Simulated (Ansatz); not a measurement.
**From PBE to G0W0: GaN (P6_3mc)**

Aim: the quasiparticle gap of GaN (P6_3mc), starting from PBE.

Calculated with Ansatz 0.2.0; PBE, then G0W0 on it, plane waves, PAW.

The database entry behind the starting cell has ideal inner coordinates that were not refined, so it need not match the best structure at ambient conditions.

**1. Set-up**

The structure is hexagonal, space group P6_3mc (No. 186). Conventional cell: a = 3.190 Å, b = 3.190 Å, c = 5.189 Å, α = 90.00°, β = 90.00°, γ = 120.00°. Nearest to Ga lie 4 N at 1.95 Å. Nearest to N lie 4 Ga at 1.95 Å. Farther neighbours and most contacts between anions are not listed.

Structure file:

```cif
data_structure
_symmetry_space_group_name_H-M 'P 1'
_symmetry_Int_Tables_number 1
_cell_length_a 3.1900
_cell_length_b 3.1900
_cell_length_c 5.1890
_cell_angle_alpha 90.000
_cell_angle_beta 90.000
_cell_angle_gamma 120.000
_cell_volume 45.73
loop_
_atom_site_label
_atom_site_type_symbol
_atom_site_fract_x
_atom_site_fract_y
_atom_site_fract_z
_atom_site_occupancy
Ga1 Ga 0.66667 0.33333 0.00000 1
Ga2 Ga 0.33333 0.66667 0.50000 1
N3 N 0.66667 0.33333 0.37500 1
N4 N 0.33333 0.66667 0.87500 1
```

The cell and positions come from the Crystallography Open Database and are kept as given unless a step says otherwise. The default PAW set here is soft_1. Its files were made with PBE.

**2. The PBE band structure**

Levels along a band path and on the mesh show where this functional puts the band edges.

This step: DFT, PBE, plane waves, PAW.

input.yaml reads:

```yaml
crystal:
  lattice:
    - [3.19, 0.0, 0.0]
    - [-1.595, 2.7626210381, 0.0]
    - [0.0, 0.0, 5.189]
  atoms:
    - { symbol: Ga, position: [0.6666666667, 0.3333333333, 0.0] }
    - { symbol: Ga, position: [0.3333333333, 0.6666666667, 0.5] }
    - { symbol: "N", position: [0.6666666667, 0.3333333333, 0.375] }
    - { symbol: "N", position: [0.3333333333, 0.6666666667, 0.875] }
kpoints:
  mp_grid: { grid: [12, 12, 4] }
  band_path:
    path:
      - [[0.0, 0.0, 0.0], [0.5, 0.0, 0.0], [0.33333333, 0.33333333, 0.0], [0.0, 0.0, 0.0], [0.0, 0.0, 0.5], [0.5, 0.0, 0.5], [0.33333333, 0.33333333, 0.5], [0.0, 0.0, 0.5]]
      - [[0.5, 0.0, 0.5], [0.5, 0.0, 0.0]]
      - [[0.33333333, 0.33333333, 0.5], [0.33333333, 0.33333333, 0.0]]
    npoints: 10
hamiltonian:
  xc: pbe
  pseudopotentials: { kind: paw, azcp: { folder: "./paw" } }
scf:
  occupations: { method: fermi_dirac, width: 0.02 }
  n_extra_bands: 5
output:
  eigenvalues: true
  write_density: true
  write_potential: true
  elf: true
  volumetric_format: npy
```

The run is started by

```bash
> ansatz run input.yaml --threads 3 --pin off --max-ram 92160MiB --backend cuda --events-out ev --progress --plain --runs-dir out --devices 1 --max-vram 13GiB
```

Numbers of over 12 decimals in the logs are rounded to 6 here.

Log:

```text
scf.n_extra_bands = 5 over 18 filled bands (N_el = 36.0): the run solves 23 bands
GPUs: using 1 of 1 available (devices: 1).
Engine: ansatz 0.2.0, x86_64-unknown-linux-gnu
Pseudopotentials: kind: paw
Pseudopotential: Ga, paw, valence charge 13, recommended cutoff 420 eV (normal), <dir>
Pseudopotential: N, paw, valence charge 5, recommended cutoff 420 eV (normal), <dir>
Functional definition: PBE
  parameter kappa = 0.804
  parameter beta = 0.066725
  exchange = pbe_x(kappa = kappa, mu = beta*pi^2/3)
  correlation = pbe_c(beta = beta)
device memory: the entry about to start is reckoned to put 1.6 GiB on a device that reports 73.4 GiB free (of which the cap on the GPU budget leaves the run 13.0 GiB)
GPU FFT provider: cuFFT
GPU libraries: cuBLAS 13.8.2, cuFFT 12.4.0, cuSOLVER 12.3.4
Crystal: 4 atoms, lattice volume = 45.729 Å³
Basis set: ecut = 420 eV, 917 PW (Γ)
Bands: 23, of which v1, the nominal top of the filled ones, is band 18 counted from 1 (17 counted from 0)
Symmetry: 12 space group operations
Space group: P63mc (ITA 186), of the structure as read, at distance tolerance 3.6e-5 Å
k-points: 57 of 576 (time reversal used)
Non-local potential: Ga, projectors of the file, l = 0: 2, l = 1: 2, l = 2: 3, l = 3: 1
Non-local potential: N, projectors of the file, l = 0: 2, l = 1: 2, l = 2: 1
PAW form: soft (Blöchl's): semilocal exchange-correlation on the pseudo side does not see the compensation charge
PAW one-centre angular grid: Ga, 590 points (default); XC on 64 Gauss nodes
PAW one-centre angular grid: N, 110 points (default); XC on 64 Gauss nodes
Initial density: superposition of atomic densities (chi_scale 0.1, normalization cell, long waves kept (reshape's long-wave potential 0.00 eV rms))
Initial wavefunctions: pseudopotential atomic-orbital guess
GPU buffer pool allocated for 20736 grid points (all kernels)
GPU transforms: local potential and band sums: pruned to the plane-wave sphere, on 24×24×36
Functional: x = pbe(κ = 0.804, μ = 0.219515), c = pbe(β = 0.066725)
SCF iter   1: F=—  HF=-8337.205093 eV  |F-HF|=—  |Δ(HF+E_count)|=         —  Δρ=1.13e-1  dr2=5.08e0  ethr=3.10e-3  ⟨swp⟩=4.5  Hψ=5353  notcnv=0
preconditioner: auto → Resta (q_TF=auto, 2.622 Å⁻¹)  ε∞=4.5  [insulator: Δε(μ)=2.712 eV  Ē_g=17.498 eV  σ=0.020 eV  W_gap=1.00  n_scr=22 (ndim 8)  ℏωp=32.9 eV  f_vac=0.000  D(μ)=0.00/eV (n_scr^D=0)  ε∞_Penn≈4.5]
SCF iter   2: F=—  HF=-8335.919950 eV  |F-HF|=—  |Δ(HF+E_count)|=    1.29e0  Δρ=4.67e-2  dr2=5.25e-1  ethr=3.10e-3  ⟨swp⟩=2.1  Hψ=3019  notcnv=0  defer=57
SCF iter   3: F=—  HF=-8335.838156 eV  |F-HF|=—  |Δ(HF+E_count)|=   8.18e-2  Δρ=1.84e-2  dr2=1.11e-1  ethr=1.46e-3  ⟨swp⟩=2.0  Hψ=1742  notcnv=0  defer=57
SCF iter   4: F=—  HF=-8335.825288 eV  |F-HF|=—  |Δ(HF+E_count)|=   1.29e-2  Δρ=3.23e-3  dr2=5.81e-3  ethr=3.07e-4  ⟨swp⟩=3.0  Hψ=2503  notcnv=0  defer=57
SCF iter   5: F=—  HF=-8335.823698 eV  |F-HF|=—  |Δ(HF+E_count)|=   1.59e-3  Δρ=2.73e-3  dr2=2.05e-3  ethr=1.61e-5  ⟨swp⟩=2.0  Hψ=2499  notcnv=0  defer=57
SCF iter   6: F=—  HF=-8335.825226 eV  |F-HF|=—  |Δ(HF+E_count)|=   1.53e-3  Δρ=6.55e-4  dr2=1.58e-4  ethr=5.70e-6  ⟨swp⟩=2.9  Hψ=2507  notcnv=0  defer=57
SCF iter   7: F=—  HF=-8335.825226 eV  |F-HF|=—  |Δ(HF+E_count)|=   4.67e-8  Δρ=1.01e-4  dr2=5.69e-6  ethr=4.39e-7  ⟨swp⟩=2.0  Hψ=2271  notcnv=0  defer=57
SCF iter   8: F=—  HF=-8335.825375 eV  |F-HF|=—  |Δ(HF+E_count)|=   1.49e-4  Δρ=1.57e-5  dr2=8.92e-8  ethr=2.78e-10  ⟨swp⟩=6.1  Hψ=5903  notcnv=0
SCF iter   9: F=-8335.825376 eV  HF=-8335.825376 eV  |F-HF|=2.70e-9  |Δ(HF+E_count)|=   1.34e-7  Δρ=2.32e-6  dr2=2.62e-9  ethr=2.48e-10  ⟨swp⟩=1.9  Hψ=4391  notcnv=0
SCF 1 converged in 9 iterations: F = -8335.825376 eV  dr2 = 2.62e-9
  greatest PAW one-centre occupation: 0.995 electrons in one spin orbital (limit 2), on the Ga atom at site 0 (counted from 0), in its partial waves of l = 2
device memory: the entry about to start is reckoned to put 1.8 GiB on a device that reports 75.7 GiB free (of which the cap on the GPU budget leaves the run 13.0 GiB)
NSCF: frozen V_eff on 93 k-points, pencils in batches of 32, up to order 104
SCF converged after 9 iterations
Free energy (F): -8335.825376 eV
Harris-Foulkes:  -8335.825376 eV  (|F-HF|=2.70e-9)
Internal energy: -8335.825376 eV  (E = F + TS)
E sigma→0 (E₀):  -8335.825376 eV
Fermi energy:    10.631931 eV
--- Per-component energies (eV) ---
  E_band       = -10.905783
  E_kinetic    = 481.900885
  E_local      = -2834.593477  (includes V_loc(G=0)·N_el)
  E_nonlocal   = -109.350450
  E_hartree    = 1792.767056
  E_xc         = -244.720264
  E_vxc        = -261.998631  (∫ρ·V_xc dr)
  E_paw        = -4249.322089  (= ΣΔE_a)
  E_vpaw       = -872.400560  (= ΣTr[D̂ρ^β])
  E_aug_tail   = 0.001510  (compensation charges beyond the density's cutoff)
  E_ewald      = -3172.508547
  E_smearing   = -0.000000  (= −TS)
  E_closure    = 0.000000  (closes the sum)
  Σ components = -8335.825376   (vs F -8335.825376, Δ=0.00e0)
--- Band table (eV; the first three rows and the last of 57) ---
  k-point 0: bands = [... 14 lower, 8.6338, 9.6139, 9.6777, 9.6777, 11.5692, 13.9216, 18.8619, 19.5625, ... 1 higher]
  k-point 1: bands = [... 14 lower, 8.7802, 8.7802, 9.5181, 9.5181, 12.7663, 14.0254, 18.4748, 19.2399, ... 1 higher]
  k-point 2: bands = [... 14 lower, 9.1425, 9.1425, 9.1425, 9.1425, 13.9043, 13.9043, 18.1593, 18.1593, ... 1 higher]
  k-point 56: bands = [... 14 lower, 5.5074, 5.5074, 8.1860, 8.1860, 16.0941, 16.0941, 16.9758, 16.9758, ... 1 higher]
```

Wall time 19 s (1 × NVIDIA H100 80GB HBM3 (shared by 6 runs) with 3 threads of AMD EPYC 7R13 (Zen 3), shared host); peak memory 0.92 GiB; 3.3 s of CPU time.

The column dr2 measures how far the density is from self-consistency, as an energy; F and HF (Harris–Foulkes) agree once it is small.

Numbers from this step:

```yaml
filled_bands: 18
gap: 1.891 eV
valence_top_at: Γ
conduction_bottom_at: Γ
least_direct_gap: 1.891 eV
```

Over mesh and path the gap is 1.891 eV, direct, at k = Γ.

The electronic bands at the labelled points (eV, zero at the top of the highest nominally filled band):

```
    point  band 15  band 16  band 17  band 18  band 19  band 20  band 21  band 22
        Γ    -1.04    -0.06     0.00     0.00     1.89     4.24     9.18     9.88
  halfway    -2.86    -1.99    -0.74    -0.49     4.27     5.92     7.36     8.52
        M    -4.22    -2.74    -2.23    -0.98     5.06     5.54     6.04     8.58
  halfway    -4.24    -3.53    -2.39    -1.86     5.59     6.59     6.61     8.42
        K    -5.26    -3.00    -3.00    -2.69     5.13     7.78     7.78     8.40
  halfway    -3.67    -2.40    -1.01    -0.92     4.91     6.85     7.27     7.64
        Γ    -1.04    -0.06     0.00     0.00     1.89     4.24     9.18     9.88
  halfway    -0.90    -0.90    -0.16    -0.16     3.09     4.35     8.80     9.56
        A    -0.54    -0.54    -0.54    -0.54     4.23     4.23     8.48     8.48
  halfway    -2.08    -2.08    -1.29    -1.29     5.22     5.22     7.63     7.63
        L    -1.93    -1.93    -1.91    -1.91     4.39     4.39     7.77     7.77
  halfway    -3.19    -3.19    -1.60    -1.60     5.35     5.35     8.09     8.09
        H    -4.17    -4.17    -1.49    -1.49     6.42     6.42     7.30     7.30
  halfway    -2.11    -2.11    -1.81    -1.81     5.65     5.65     7.64     7.64
        A    -0.54    -0.54    -0.54    -0.54     4.23     4.23     8.48     8.48
jump to L    -1.93    -1.93    -1.91    -1.91     4.39     4.39     7.77     7.77
  halfway    -3.31    -2.51    -1.71    -1.28     4.29     5.09     7.54     7.83
        M    -4.22    -2.74    -2.23    -0.98     5.06     5.54     6.04     8.58
jump to H    -4.17    -4.17    -1.49    -1.49     6.42     6.42     7.30     7.30
  halfway    -4.97    -3.19    -2.20    -2.20     5.88     7.18     7.18     8.18
        K    -5.26    -3.00    -3.00    -2.69     5.13     7.78     7.78     8.40
```

ELF in the ac plane at fractional y = 0.333, with atoms of Ga and N within 0.2 Å of it. It is the smooth field of the valence electrons, not physical close to the nuclei.

Ten even steps from '_' (0.00) to '@' (0.83):
```
==**####**==--::..__________::::
++########++--::..________..::--
++########**==--::::......::::--
**########**==--::::::::::::::==
++********++==--::::::::::::::--
==++++**++==--::............::--
::--======--::....__________....
..::----::::....______________..
....::::::......______________..
....::::::........::::::::::....
::::::::::::::--==++++++++==--::
::::::::::::--++##%%%%%%%%##**==
--::::::::::==##@@@@@@@@@@@@%%++
==::::::::--**%%@@@@%%%%@@@@@@##
++::::::::==##@@@@##==--**@@@@%%
++--::::::==%%@@@@++..__==%%@@%%
**--....::++##@@@@**::..++%%@@%%
++::....::==##@@@@%%##**%%@@@@%%
==::..__..--**%%@@@@@@@@@@@@%%**
::..____..::==**%%@@@@@@@@%%##++
..________..::==++++****++++==--
..________..::::::--------::::::
............::::::::......::::::
::::::::::::::::..________..::::
::--====--::::::..__________::::
--==++++++----::..__..::____..::
```
Columns run along a (3.2 Å), rows up along c (5.2 Å). Atoms in or near the plane, at fractional coordinates: Ga at (0.67, 0.00), N at (0.67, 0.38).

Valence density in the ac plane at fractional y = 0.333, with atoms of Ga and N within 0.2 Å of it. It is the smooth field of the valence electrons, not physical close to the nuclei.

Values in e/Å³, 22 rows by 16 columns, each cell a mean:
```
 0  0  0  0  0  0  0  1  2  9 23 26 13  4  1  1
 0  0  0  0  0  0  0  1  1  3  6  7  4  1  1  0
 0  0  0  0  0  0  0  0  1  1  1  1  1  1  0  0
 0  0  0  0  0  0  0  0  0  0  0  0  0  0  0  0
 0  0  0  0  0  0  0  0  0  0  0  0  0  0  0  0
 0  0  0  0  0  0  0  0  0  0  0  0  0  0  0  0
 0  0  0  0  0  0  0  0  0  0  0  0  0  0  0  0
 0  0  0  0  0  0  0  0  0  0  0  0  0  0  0  0
 0  0  0  0  0  0  0  0  0  0  0  0  0  0  0  0
 0  0  0  0  0  0  0  0  0  0  0  0  0  0  0  0
 0  0  0  0  0  0  0  0  1  1  1  1  1  1  1  0
 0  0  0  0  0  0  0  1  1  2  3  3  2  1  1  1
 0  0  0  0  0  0  1  1  2  3  3  3  3  2  1  1
 0  0  0  0  0  0  1  1  2  3  3  3  3  2  1  1
 0  0  0  0  0  0  0  1  2  3  3  3  3  2  1  1
 0  0  0  0  0  0  0  1  1  2  2  2  2  1  1  0
 0  0  0  0  0  0  0  0  1  1  1  1  1  1  0  0
 0  0  0  0  0  0  0  0  0  1  1  1  1  0  0  0
 0  0  0  0  0  0  0  0  1  1  1  1  1  1  0  0
 0  0  0  0  0  0  0  0  1  3  5  6  3  1  1  0
 0  0  0  0  0  0  0  1  2  8 20 23 12  3  1  0
 0  0  0  0  0  0  0  1  3 15 37 42 21  6  1  1
```
Columns run along a (3.2 Å), rows up along c (5.2 Å). Atoms in or near the plane, at fractional coordinates: Ga at (0.67, 0.00), N at (0.67, 0.38).

(Part 1 of 2 ends here.)

[Paths, hosts, dates, memory and timing lines, banners, echoed tables and standing remarks are left out of the program output.]

[Logs are printed without paths, hosts, clocks, repeated set-up lines and the standing remarks that a program may print on its own settings, such as how far it seeks lower states.]

[Runs of the session that timed out or met a known fault of the program may be left out.]

[Cells called generated may have been cut or substituted from an entry of the Crystallography Open Database or the Materials Project.]

[Hosts, paths, dates, database ids (printed as entryN), source tags and the programs' standing remarks are cut or masked in the printed files.]

[Where an RPA ε∞ is given, it is that of the G0W0 mesh and is not shown converged in it. Names of k-points follow the symmetry that the program found, which can be lower than the space group named. Band edges on a path are those of the sampled points; other points can move an edge, and change direct to indirect where valleys lie close.]

[Hybrid gaps are those of their k-mesh and are not shown converged in it.]
